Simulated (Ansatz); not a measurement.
# Tunnelling decay and corrugation (surface alloy): Pt(110)-(2x1)-Ce surface alloy; Au(111)-(2x2)-Sb surface alloy; and others

A simple barrier model says that the current falls as exp(−2κz) with κ = 0.512 √φ (Å⁻¹, φ in eV). How well does that hold over real surfaces, and how fast does atomic contrast fade as the tip draws back?

How it was computed: Ansatz 0.2.0, plane waves with PAW datasets (its set soft_2), functional as listed; relaxed slabs, Tersoff-Hamann images of the filled states within the window listed under the Fermi level. κ is fitted to the planar mean between 3 and 5 Å over the top atom; the model's barrier is the work function plus half the window. A setpoint is the mean density at the height named.

What came out:

```tsv
surface	functional	work function (eV)	window (eV)	κ, model (Å⁻¹)	κ, fitted (Å⁻¹)	near setpoint (Å): corrugation (Å)	far setpoint (Å): corrugation (Å)
Pt(110)-(2x1)-Ce surface alloy	PBE-D3(BJ)	2.70	0.20	0.86	0.83	2.5: 1.200	4: 0.463
Hf(0001)-(2x1)-Si surface alloy	PBE	3.90	0.30	1.03	1.09	3: 0.973	5: 0.490
Cu(110)-(3x1)-In surface alloy	PBEsol	4.22	0.50	1.08	1.18	2.5: 1.157	4: 0.966
W(110)-(rectangular two-atom cell)-Tl surface alloy	r2SCAN	4.27	0.40	1.08	1.15	2.5: 0.417	4: 0.163
Pd(110)-(1x2)-In surface alloy	PBE	4.35	0.20	1.08	1.11	2.5: 1.052	4: 0.549
Au(110)-(1x2)-Bi surface alloy	LDA	4.35	0.50	1.10	1.19	3: 0.931	5: 0.678
Ir(110)-(3x1)-Mn surface alloy	PBE	4.59	0.50	1.13	1.18	3: 0.596	4.5: 0.298
Cu(100)-(3x1)-Si surface alloy	PBE-D3(BJ)	4.63	0.20	1.11	1.17	2.5: 0.423	4: 0.113
Cr(110)-(2x1)-Co surface alloy	PBE	4.70	0.40	1.13	1.13	2.5: 0.100	4: 0.060
Au(111)-(2x2)-Sb surface alloy	LDA	4.99	0.20	1.16	1.26	3: 0.992	5: 0.495
```

**Answer.** The fitted κ is 0.97 to 1.09 times the model's, and larger in 8 of 10. Momentum along the surface adds to κ² and raises it, while a barrier that has not reached its full height this near the surface lowers it. Worked for Pt(110)-(2x1)-Ce surface alloy: 0.512 × √(2.70 + 0.10) = 0.86 Å⁻¹; with the fitted 0.83 Å⁻¹ the current falls by exp(2 × 0.83) = 5.3 per Å. Where it is still over 0.005 Å at the far setpoint (10 rows), the corrugation falls by a factor of 1.1 to 2.4 per Å.

Caveats: The model has an s-wave tip and no forces between tip and sample. Semilocal potentials reach the vacuum level too fast, without an image tail. The surfaces are built from prototypes and need not be the stable ones; functionals, windows and heights differ between rows (the narrowest window from 0.2 eV on is taken, and runs with charge in the vacuum are left out), and rows with Cr, Mn, Fe, Co, Ni or Gd rest on one magnetic start or none. The table is a selection: not every member that was run is listed.

[Logs are printed without paths, hosts, clocks, repeated set-up lines and the standing remarks that a program may print on its own settings, such as how far it seeks lower states.]
